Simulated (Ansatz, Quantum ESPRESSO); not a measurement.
**HfO2 [001], fluorite: pulling along c**

The c axis is held at a set length while the cell relaxes sideways. How do the lateral strain and the stress follow? The strained cell has c along the load; unstrained it is a = 3.5509 Å, b = 3.5509 Å, c = 5.0217 Å, α = 90.00°, β = 90.00°, γ = 90.00°, with 6 atoms. The symmetry of the cell is held, so distortions that would lower it, which this phase may prefer, aren't tested.

Calculated with Quantum ESPRESSO 7.5, PBEsol, PseudoDojo 0.4.1 norm-conserving potentials, cutoff 1170 eV, Fermi–Dirac smearing 0.02 eV, k-mesh 8×8×6, no spin polarisation, no spin-orbit coupling.

Relaxed positions at 0 %:

```
atom       x       y       z
  Hf  0.0000  0.0000  0.0000
  Hf  0.5000  0.5000  0.5000
   O  0.5000  0.0000  0.2500
   O  0.5000  0.0000  0.7500
   O  0.0000  0.5000  0.7500
   O  0.0000  0.5000  0.2500
```

| ε_c (%) | a (Å) | c (Å) | ε_a (%) | σ (GPa, tension positive) |
| --- | --- | --- | --- | --- |
| −3 | 3.5683 | 4.8710 | 0.492 | −17.53 |
| −2 | 3.5623 | 4.9212 | 0.320 | −11.50 |
| 0 | 3.5509 | 5.0217 | 0.000 | 0.02 |
| 1 | 3.5455 | 5.0719 | −0.152 | 5.50 |
| 2 | 3.5404 | 5.1221 | −0.294 | 10.84 |
| 3 | 3.5356 | 5.1723 | −0.429 | 16.02 |

**Question.** Fit both responses and give the free strain and the stress at −1 %, a row left out above.

Least squares with y = y0 + y1 ε + y2 ε² (ε in %) gives ε_a = −0.001 + (−0.1535) ε + (0.0036) ε² and σ = 0.01 + (5.589) ε + (−0.085) ε² GPa. The linear terms put the ratio of free to applied strain at −0.154 and the Young modulus at 559 GPa.

At −1 % the free strain comes out as 0.156 %. The run itself gives 0.155 %, so the estimate misses by 0.001 %, a rounding's worth.

The stress comes out as −5.66 GPa. The run itself gives −5.66 GPa, so the estimate misses by 0.00 GPa, a rounding's worth.

Along a cube axis ν = C12/(C11 + C12) and Y = (C11 − C12)(C11 + 2C12)/(C11 + C12), so C11 = Y(1 − ν)/[(1 + ν)(1 − 2ν)] = 592 GPa and C12 = 107 GPa.

The negative ε² term means that the crystal stiffens in compression and softens in tension.

The same fit over all rows at other levels or in other programs gives the strain ratio = −0.159 with PBEsol (Ansatz) and −0.158 with PBEsol (Quantum ESPRESSO, GBRV).

[Logs are printed without paths, hosts, clocks, repeated set-up lines and the standing remarks that a program may print on its own settings, such as how far it seeks lower states.]
